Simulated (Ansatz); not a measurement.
# Ab initio dynamics of molten SrBr2 (117 atoms), part 3 of 5

Wanted: pair distributions and atomic motion in SrBr2 (117 atoms) at high temperature.

Ansatz 0.2.0; Kohn-Sham DFT, PBE+D3(BJ), PAW (set soft_2), plane waves.

The cell: 39 Sr and 78 Br. Sampling is at Γ alone, for a cell whose shortest periodic width is 16 Å.

So far. Step 3 (Melting at 1420 K): Over the second half of 900 fs the temperature averages 1469 K with swings of 103 K r.m.s. From first frame to last Sr has the largest mean square displacement, 2.4 Å² at the end; the farthest move is 3.55 Å. By the end of the lags followed (0.45 ps), the least mobile element has a mean square displacement of 1.2 Å², too little over such short lags to show that the memory of the start is lost. The run spans 0.90 ps, too short for its means to be equilibrium values.

## Step 5: Liquid at 950 K

The hot cell is sampled with a Nosé–Hoover thermostat, which disturbs diffusion little, and with stress on.

Input file input.yaml:

```yaml
crystal:
  lattice:
    - [16.3262, 0.0, 0.0]
    - [0.0, 16.3262, 0.0]
    - [0.0, 0.0, 16.3262]
  atoms:
    - { symbol: Sr, position: [0.94169, 0.01769, 0.63104] }
    - { symbol: Sr, position: [0.32721, 0.62177, 0.98788] }
    - { symbol: Sr, position: [0.05697, 0.8096, 0.81] }
    - { symbol: Sr, position: [0.76877, 0.27694, 0.20319] }
    - { symbol: Sr, position: [0.994, 0.66886, 0.07468] }
    - { symbol: Sr, position: [0.67246, 0.30752, 0.67848] }
    - { symbol: Sr, position: [0.56135, 0.66524, 0.67379] }
    - { symbol: Sr, position: [0.63646, 0.95274, 0.62358] }
    - { symbol: Sr, position: [0.39194, 0.05389, 0.34425] }
    - { symbol: Sr, position: [0.19235, 0.25109, 0.49455] }
    - { symbol: Sr, position: [0.73846, 0.75057, 0.8732] }
    - { symbol: Sr, position: [0.78053, 0.16953, 0.43709] }
    - { symbol: Sr, position: [0.47824, 0.15, 0.54514] }
    - { symbol: Sr, position: [0.07053, 0.34624, 0.05347] }
    - { symbol: Sr, position: [0.30558, 0.48672, 0.22843] }
    - { symbol: Sr, position: [0.87688, 0.62979, 0.62064] }
    - { symbol: Sr, position: [0.51499, 0.30194, 0.11797] }
    - { symbol: Sr, position: [0.81679, 0.11032, 0.90625] }
    - { symbol: Sr, position: [0.95176, 0.31236, 0.64254] }
    - { symbol: Sr, position: [0.74866, 0.94783, 0.16174] }
    - { symbol: Sr, position: [0.21615, 0.9072, 0.04396] }
    - { symbol: Sr, position: [0.06196, 0.08555, 0.19755] }
    - { symbol: Sr, position: [0.15909, 0.52528, 0.69635] }
    - { symbol: Sr, position: [0.72591, 0.7396, 0.36166] }
    - { symbol: Sr, position: [0.03094, 0.41038, 0.34114] }
    - { symbol: Sr, position: [0.4271, 0.04894, 0.02597] }
    - { symbol: Sr, position: [0.95476, 0.68868, 0.35336] }
    - { symbol: Sr, position: [0.34271, 0.72865, 0.47162] }
    - { symbol: Sr, position: [0.4422, 0.75261, 0.20301] }
    - { symbol: Sr, position: [0.3423, 0.69644, 0.75903] }
    - { symbol: Sr, position: [0.84664, 0.41776, 0.92159] }
    - { symbol: Sr, position: [0.43947, 0.19909, 0.81253] }
    - { symbol: Sr, position: [0.70706, 0.64961, 0.12467] }
    - { symbol: Sr, position: [0.1293, 0.94375, 0.40441] }
    - { symbol: Sr, position: [0.13401, 0.16384, 0.89508] }
    - { symbol: Sr, position: [0.67579, 0.44917, 0.36172] }
    - { symbol: Sr, position: [0.52354, 0.50421, 0.89647] }
    - { symbol: Sr, position: [0.21369, 0.01744, 0.67185] }
    - { symbol: Sr, position: [0.43104, 0.42986, 0.4774] }
    - { symbol: Br, position: [0.8073, 0.11376, 0.25303] }
    - { symbol: Br, position: [0.57608, 0.66521, 0.29198] }
    - { symbol: Br, position: [0.83496, 0.36426, 0.33607] }
    - { symbol: Br, position: [0.30483, 0.13628, 0.53044] }
    - { symbol: Br, position: [0.1219, 0.37321, 0.62072] }
    - { symbol: Br, position: [0.07638, 0.79164, 0.98794] }
    - { symbol: Br, position: [0.48655, 0.61463, 0.06771] }
    - { symbol: Br, position: [0.30985, 0.61041, 0.60208] }
    - { symbol: Br, position: [0.9123, 0.21784, 0.03716] }
    - { symbol: Br, position: [0.41352, 0.23439, 0.99878] }
    - { symbol: Br, position: [0.08847, 0.14004, 0.60001] }
    - { symbol: Br, position: [0.50224, 0.67815, 0.86617] }
    - { symbol: Br, position: [0.81711, 0.43535, 0.67061] }
    - { symbol: Br, position: [0.57035, 0.49526, 0.67171] }
    - { symbol: Br, position: [0.73203, 0.28682, 0.85464] }
    - { symbol: Br, position: [0.08721, 0.01483, 0.79206] }
    - { symbol: Br, position: [0.23352, 0.42759, 0.4256] }
    - { symbol: Br, position: [0.18382, 0.3666, 0.20009] }
    - { symbol: Br, position: [0.06423, 0.01167, 0.01211] }
    - { symbol: Br, position: [0.77105, 0.55526, 0.46305] }
    - { symbol: Br, position: [0.98548, 0.4817, 0.81863] }
    - { symbol: Br, position: [0.27508, 0.18475, 0.74829] }
    - { symbol: Br, position: [0.40439, 0.85524, 0.97986] }
    - { symbol: Br, position: [0.25747, 0.72856, 0.12098] }
    - { symbol: Br, position: [0.6298, 0.28856, 0.30052] }
    - { symbol: Br, position: [0.52442, 0.12083, 0.20172] }
    - { symbol: Br, position: [0.55631, 0.08781, 0.89119] }
    - { symbol: Br, position: [0.94308, 0.19069, 0.79384] }
    - { symbol: Br, position: [0.62267, 0.91145, 0.28323] }
    - { symbol: Br, position: [0.02483, 0.57779, 0.24924] }
    - { symbol: Br, position: [0.42205, 0.23818, 0.37991] }
    - { symbol: Br, position: [0.60733, 0.83431, 0.7542] }
    - { symbol: Br, position: [0.10032, 0.54744, 0.03258] }
    - { symbol: Br, position: [0.36236, 0.52571, 0.80769] }
    - { symbol: Br, position: [0.8733, 0.78788, 0.49807] }
    - { symbol: Br, position: [0.5471, 0.34363, 0.83318] }
    - { symbol: Br, position: [0.15274, 0.36068, 0.88339] }
    - { symbol: Br, position: [0.64076, 0.80168, 0.06866] }
    - { symbol: Br, position: [0.74947, 0.62362, 0.73669] }
    [... 33 atom lines left out ...]
    - { symbol: Br, position: [0.05112, 0.6898, 0.66824] }
    - { symbol: Br, position: [0.63069, 0.44777, 0.1294] }
    - { symbol: Br, position: [0.11977, 0.7521, 0.39402] }
    - { symbol: Br, position: [0.41718, 0.78151, 0.63112] }
    - { symbol: Br, position: [0.997, 0.56282, 0.47527] }
    - { symbol: Br, position: [0.62322, 0.77736, 0.50879] }
kpoints:
  mp_grid: { grid: [1, 1, 1] }
hamiltonian:
  xc: pbe
  dispersion: d3bj
scf:
  occupations: { method: fermi_dirac, width: 0.082 }
output:
  forces: true
  stress: true
md:
  timestep: 3
  n_steps: 1530
  ensemble: nvt_nose_hoover
  temperature: 950
  initial_velocities: maxwell_boltzmann
  seed: 2631
```

Started as:

```
> ansatz run input.yaml --threads 32 --pin off --max-ram 143360MiB --backend cuda --events-out ev --progress --plain --runs-dir out
```

Numbers of over 12 decimals in the logs are rounded to 6 here.

The log of the run:

```text
[...]
Warning: output.stress: scf.convergence.dr2_threshold = 1e-7 eV (the SCF's general default) is looser than the 1.08e-8 eV advised for a printed stress (1e-10 eV for each atom of the cell: 117, of which 108 are counted). What an SCF threshold leaves in a stress goes as its square root, and in the free energy as the threshold itself, and one threshold admits the most on a small cell: [...]
[...]
Crystal: 117 atoms, lattice volume = 4351.664 Å³
Basis set: ecut = 420 eV, 84967 PW (Γ), exchange–correlation on 240×240×240 points (8 copies of the dense FFT grid, shifted against one another)
Bands: 585, of which v1, the nominal top of the filled ones, is band 468 counted from 1 (467 counted from 0)
Symmetry: 1 space group operations
k-points: 1
[...]
SCF iter   1: F=—  HF=-355564.062010 eV  |F-HF|=—  |Δ(HF+E_count)|=         —  Δρ=9.68e-4  dr2=1.23e-1  ethr=1.77e-3  ⟨swp⟩=12.0  Hψ=3798  notcnv=0  defer=5
[...]
SCF iter   2: F=—  HF=-355564.037305 eV  |F-HF|=—  |Δ(HF+E_count)|=   2.47e-2  Δρ=5.27e-4  dr2=4.02e-2  ethr=1.31e-5  ⟨swp⟩=2.0  Hψ=1141  notcnv=0  defer=5
[...]
SCF iter   8: F=-355564.026086 eV  HF=-355564.026086 eV  |F-HF|=6.46e-9  |Δ(HF+E_count)|=   2.84e-7  Δρ=5.20e-7  dr2=2.58e-8  ethr=1.07e-11  ⟨swp⟩=4.0  Hψ=1765  notcnv=0
SCF 1 converged in 8 iterations: F = -355564.026086 eV  dr2 = 2.58e-8
[...]
md step     0: t =     0.00 fs  T =   950.0 K  F+E_penalty+E_count = -355564.02608599 eV  E_kin = 14.244452 eV  conserved = -355549.78163411 eV  P_inst = 0.2301 GPa  (8 SCF iters)
[... from here on, the SCF cycles and remarks between the steps are left out ...]
md step   144: t =   432.00 fs  T =   800.7 K  F+E_penalty+E_count = -355565.62477572 eV  E_kin = 12.006145 eV  conserved = -355549.78374058 eV  P_inst = 0.3229 GPa  (2 SCF iters)
md step   320: t =   960.00 fs  T =   928.1 K  F+E_penalty+E_count = -355567.86729192 eV  E_kin = 13.915411 eV  conserved = -355549.78401350 eV  P_inst = -0.1615 GPa  (7 SCF iters)
md step   496: t =  1488.00 fs  T =  1034.0 K  F+E_penalty+E_count = -355566.28241422 eV  E_kin = 15.503334 eV  conserved = -355549.78193244 eV  P_inst = 0.2536 GPa  (3 SCF iters)
md step   672: t =  2016.00 fs  T =   878.7 K  F+E_penalty+E_count = -355566.37602483 eV  E_kin = 13.175348 eV  conserved = -355549.78161945 eV  P_inst = 0.1033 GPa  (3 SCF iters)
md step   848: t =  2544.00 fs  T =   929.3 K  F+E_penalty+E_count = -355567.04848967 eV  E_kin = 13.933879 eV  conserved = -355549.78304282 eV  P_inst = -0.1598 GPa  (3 SCF iters)
md step  1024: t =  3072.00 fs  T =   964.0 K  F+E_penalty+E_count = -355566.49437980 eV  E_kin = 14.455065 eV  conserved = -355549.78328159 eV  P_inst = -0.3652 GPa  (2 SCF iters)
md step  1200: t =  3600.00 fs  T =   866.6 K  F+E_penalty+E_count = -355565.24188131 eV  E_kin = 12.994657 eV  conserved = -355549.78137452 eV  P_inst = 0.2142 GPa  (7 SCF iters)
md step  1376: t =  4128.00 fs  T =   996.5 K  F+E_penalty+E_count = -355567.73594821 eV  E_kin = 14.942124 eV  conserved = -355549.78389809 eV  P_inst = 0.1869 GPa  (3 SCF iters)
md step  1520: t =  4560.00 fs  T =   878.0 K  F+E_penalty+E_count = -355568.57371444 eV  E_kin = 13.165042 eV  conserved = -355549.78379707 eV  P_inst = -0.5987 GPa  (6 SCF iters)
md step  1529: t =  4587.00 fs  T =   878.3 K  F+E_penalty+E_count = -355568.35290639 eV  E_kin = 13.169544 eV  conserved = -355549.78353554 eV  P_inst = -0.4591 GPa  (2 SCF iters)
md step  1530: t =  4590.00 fs  T =   878.6 K  F+E_penalty+E_count = -355568.32757635 eV  E_kin = 13.174391 eV  conserved = -355549.78352103 eV  P_inst = -0.4456 GPa  (6 SCF iters)
SCF converged after 6 iterations
Free energy (F): -355568.327576 eV
[...]
Internal energy: -355568.327576 eV  (E = F + TS)
E sigma→0 (E₀):  -355568.327576 eV
Entropy (-TS):   -0.000000 eV (-0.000 meV/atom)
Fermi energy:    4.498090 eV
[...]
--- Forces (eV/Å), atoms counted from 1 ---
[... 117 lines of forces left out ...]
  max |Σ_I F_I| component: 8.41e-5 eV/Å
--- Stress (GPa, compression-positive) ---
       -0.727491       0.134158      -0.191112
        0.134158      -0.977532      -0.012498
       -0.191112      -0.012498      -0.610167
  P = ⅓ Tr σ = -0.7717 GPa (-7.717 kbar)
--- MD trajectory: 1530 steps, t = 0.0 → 4590.0 fs ---
[...]
conserved energy: peak-to-peak 6.655e-3 eV (5.688e-5 eV/atom) over 4590.0 fs
```

Run time: 15 min. Hardware: 1 × NVIDIA GB200 with 32 threads of Arm Neoverse V2, shared host; peak memory 1.8 GiB; 74 min of CPU time.

That memory is the host's.

The program notes that the SCF threshold is loose for the stress.

Rows from the run:

| time (fs) | T (K) | potential (meV/atom) | conserved (meV/atom) |
| --- | --- | --- | --- |
| 0.0 | 950 | 0.0 | 0.00 |
| 336.0 | 948 | -24.6 | -0.01 |
| 624.0 | 1044 | -22.8 | -0.02 |
| 918.0 | 1008 | -26.0 | -0.01 |
| 1200.0 | 1063 | -36.0 | -0.03 |
| 1536.0 | 1130 | -25.4 | -0.01 |
| 1836.0 | 904 | -29.4 | -0.01 |
| 2160.0 | 953 | -15.2 | -0.02 |
| 2496.0 | 968 | -19.1 | 0.00 |
| 2754.0 | 828 | -30.3 | -0.02 |
| 3072.0 | 964 | -21.1 | -0.01 |
| 3408.0 | 958 | 0.4 | 0.00 |
| 3672.0 | 949 | -26.6 | -0.01 |
| 3984.0 | 952 | -45.2 | -0.02 |
| 4272.0 | 987 | -19.6 | 0.00 |
| 4590.0 | 879 | -36.8 | -0.02 |

Mean square displacement from the first frame to the last: Sr 4.7 Å², Br 6.2 Å².

The mean square displacement by time lag:

| time lag (fs) | Br (Å²) | Sr (Å²) |
| --- | --- | --- |
| 3 | 2.6e-4 | 2.4e-4 |
| 96 | 0.212 | 0.187 |
| 192 | 0.518 | 0.427 |
| 288 | 0.732 | 0.622 |
| 480 | 1.06 | 0.907 |
| 576 | 1.20 | 1.02 |
| 669 | 1.32 | 1.12 |
| 765 | 1.44 | 1.21 |
| 861 | 1.57 | 1.30 |
| 957 | 1.69 | 1.38 |
| 1053 | 1.81 | 1.46 |
| 1242 | 2.08 | 1.62 |
| 1338 | 2.22 | 1.71 |
| 1434 | 2.35 | 1.82 |
| 1530 | 2.48 | 1.94 |
| 1626 | 2.62 | 2.06 |
| 1722 | 2.77 | 2.18 |
| 1815 | 2.91 | 2.31 |
| 2007 | 3.23 | 2.55 |
| 2103 | 3.39 | 2.63 |
| 2199 | 3.55 | 2.71 |
| 2295 | 3.69 | 2.77 |

The vibrational density of states has structure finer than the step of the table below, so its rows give means over 50 cm⁻¹, whole bins alone (the curve runs from 0 to 1498 cm⁻¹). Peaks (cm⁻¹: height): Br 59.0: 5.63, 90.8: 5.71; Sr 54.5: 2.32, 118.0: 1.95.

From 1225 steps of 3.0 fs, resolution about 9 cm-1. Table of vibrational density of states by wavenumber; means over each step; values in 1e-3 per cm⁻¹:

| wavenumber (cm⁻¹) | Br | Sr |
| --- | --- | --- |
| 50 | 4.79 | 2.11 |
| 100 | 4.72 | 1.87 |
| 150 | 1.98 | 1.58 |
| 200 | 0.384 | 0.368 |
| 250 | 0.0798 | 0.0744 |
| 300 | 0.0260 | 0.0234 |
| 350 | 0.00871 | 0.00779 |
| 400 | 0.00265 | 0.00216 |
| 450 | 8.8e-4 | 7.4e-4 |
| 500 | 3.4e-4 | 2.9e-4 |
| 550 | 1.1e-4 | 9.8e-5 |

Over the second half of 4590 fs the temperature averages 951 K with swings of 63 K r.m.s. The conserved energy stays within 0.057 meV/atom, peak to peak. From first frame to last Br has the largest mean square displacement, 6.2 Å² at the end; the farthest move is 5.58 Å. By the end of the lags followed (2.29 ps), the least mobile element has a mean square displacement of 2.8 Å². The slope of the later half of the mean square displacement gives diffusion coefficients of about 2.6e-5 cm²/s (Br) and 1.9e-5 cm²/s (Sr); over so short a run these are rough. The most distinct maxima of the vibrational density of states (Br) lie at 59 and 91 cm⁻¹, the highest at 90.8 cm⁻¹. The run spans 4.59 ps, short against slow rearrangements.

## Step 6: Distances and neighbours late in the run

The g(r) is a mean over the second half; what follows it is taken at the last frame.

Density 3.68 g/cm³, 37.19 Å³ an atom.

Mean of 14 frames. Pair distribution functions g(r), in bins of 0.1 Å:

| r (Å) | total | Br-Br | Br-Sr | Sr-Sr |
| --- | --- | --- | --- | --- |
| 2.55 | 0.01 | 0.00 | 0.02 | 0.00 |
| 2.65 | 0.11 | 0.00 | 0.25 | 0.00 |
| 2.75 | 0.51 | 0.00 | 1.15 | 0.00 |
| 2.85 | 1.18 | 0.00 | 2.66 | 0.00 |
| 2.95 | 1.85 | 0.01 | 4.15 | 0.00 |
| 3.05 | 2.13 | 0.05 | 4.74 | 0.00 |
| 3.15 | 1.99 | 0.13 | 4.35 | 0.00 |
| 3.25 | 1.56 | 0.34 | 3.16 | 0.03 |
| 3.35 | 1.35 | 0.59 | 2.44 | 0.00 |
| 3.45 | 1.29 | 0.97 | 1.93 | 0.00 |
| 3.55 | 1.19 | 1.37 | 1.30 | 0.00 |
| 3.65 | 1.26 | 1.89 | 0.94 | 0.05 |
| 3.75 | 1.36 | 2.14 | 0.89 | 0.12 |
| 3.85 | 1.23 | 2.15 | 0.60 | 0.09 |
| 3.95 | 1.18 | 2.07 | 0.52 | 0.23 |
| 4.05 | 1.12 | 2.04 | 0.43 | 0.20 |
| 4.15 | 1.06 | 1.87 | 0.40 | 0.45 |
| 4.25 | 1.09 | 1.83 | 0.48 | 0.61 |
| 4.35 | 0.97 | 1.51 | 0.42 | 0.94 |
| 4.45 | 0.90 | 1.27 | 0.39 | 1.48 |
| 4.55 | 0.89 | 1.20 | 0.41 | 1.56 |
| 4.65 | 0.86 | 1.03 | 0.45 | 1.81 |
| 4.75 | 0.83 | 0.87 | 0.50 | 1.94 |
| 4.85 | 0.82 | 0.90 | 0.46 | 1.92 |
| 4.95 | 0.85 | 0.84 | 0.57 | 2.02 |
| 5.05 | 0.81 | 0.82 | 0.50 | 2.04 |
| 5.15 | 0.82 | 0.73 | 0.66 | 1.86 |
| 5.25 | 0.81 | 0.74 | 0.60 | 1.93 |
| 5.35 | 0.81 | 0.66 | 0.68 | 1.93 |
| 5.45 | 0.93 | 0.85 | 0.77 | 1.87 |
| 5.55 | 0.90 | 0.82 | 0.84 | 1.47 |
| 5.65 | 0.98 | 0.86 | 0.90 | 1.75 |
| 5.75 | 0.96 | 0.95 | 0.88 | 1.35 |
| 5.85 | 1.02 | 0.88 | 1.10 | 1.27 |
| 5.95 | 1.08 | 1.00 | 1.09 | 1.32 |
| 6.05 | 1.09 | 1.01 | 1.17 | 1.07 |
| 6.15 | 1.04 | 0.93 | 1.22 | 0.81 |
| 6.25 | 1.10 | 0.96 | 1.30 | 0.86 |
| 6.35 | 1.05 | 0.88 | 1.28 | 0.81 |
| 6.45 | 1.04 | 0.89 | 1.27 | 0.66 |
| 6.55 | 0.99 | 0.86 | 1.24 | 0.56 |
| 6.65 | 1.10 | 0.97 | 1.34 | 0.62 |
| 6.75 | 1.08 | 0.92 | 1.35 | 0.66 |
| 6.85 | 1.03 | 0.87 | 1.31 | 0.57 |

Bonds by pair of elements; cutoffs follow the first minimum of g(r), held within bounds set by covalent radii, and pairs that aren't listed don't count as bonded:

| pair A-B | cutoff (Å) | bonds | mean length (Å) | spread (Å) | shortest (Å) | B about A | A about B |
| --- | --- | --- | --- | --- | --- | --- | --- |
| Br-Sr | 4.18 | 281 | 3.31 | 0.34 | 2.71 | 3.60 | 7.21 |

How many atoms have how many bonded neighbours:

| element | mean | 2 | 3 | 4 | 5 | 6 | 7 | 8 | 9 |
| --- | --- | --- | --- | --- | --- | --- | --- | --- | --- |
| Br | 3.60 | 2 | 29 | 45 | 2 | 0 | 0 | 0 | 0 |
| Sr | 7.21 | 0 | 0 | 0 | 0 | 6 | 20 | 12 | 1 |

Bond angles, per cent of each kind in bins of 5°:

| angle (°) | Sr-Br-Sr |
| --- | --- |
| 65–70 | 0.8 |
| 70–75 | 2.4 |
| 75–80 | 1.6 |
| 80–85 | 4.0 |
| 85–90 | 8.7 |
| 90–95 | 10.8 |
| 95–100 | 12.1 |
| 100–105 | 11.3 |
| 105–110 | 9.8 |
| 110–115 | 8.2 |
| 115–120 | 5.5 |
| 120–125 | 4.2 |
| 125–130 | 3.2 |
| 130–135 | 3.4 |
| 135–140 | 0.8 |
| 140–145 | 2.6 |
| 145–150 | 3.4 |
| 150–155 | 2.1 |
| 155–160 | 1.6 |
| 160–165 | 1.8 |
| 165–170 | 1.3 |
| 170–175 | 0.3 |

Bond angles (no mean is given where the spread exceeds 20°):

| angle | count | mean (°) | spread (°) |
| --- | --- | --- | --- |
| Sr-Br-Sr | 379 | - | - |

Bond length by coordination (bonds to H left out):

| element | coordination | atoms | mean bond length (Å) |
| --- | --- | --- | --- |
| Br | 2 | 2 | 2.88 |
| Br | 3 | 29 | 3.21 |
| Br | 4 | 45 | 3.35 |
| Br | 5 | 2 | 3.52 |
| Sr | 6 | 6 | 3.21 |
| Sr | 7 | 20 | 3.27 |
| Sr | 8 | 12 | 3.39 |
| Sr | 9 | 1 | 3.39 |

First main peaks of g(r), for some of the pairs, lie near 3.1 Å (Br-Sr). Counting bonds as in the table, 58 % of Br atoms have 4 and 51 % of Sr atoms have 7 bonded neighbours. Bonds at Br atoms with 3 neighbours average 3.21 Å, against 3.35 Å at those with 4.

(Part 3 of 5 ends here.)

[Logs are printed without paths, hosts, clocks, repeated set-up lines and the standing remarks that a program may print on its own settings, such as how far it seeks lower states.]

[Hosts, paths, dates, database ids (printed as entryN), source tags and the programs' standing remarks are cut or masked in the printed files.]
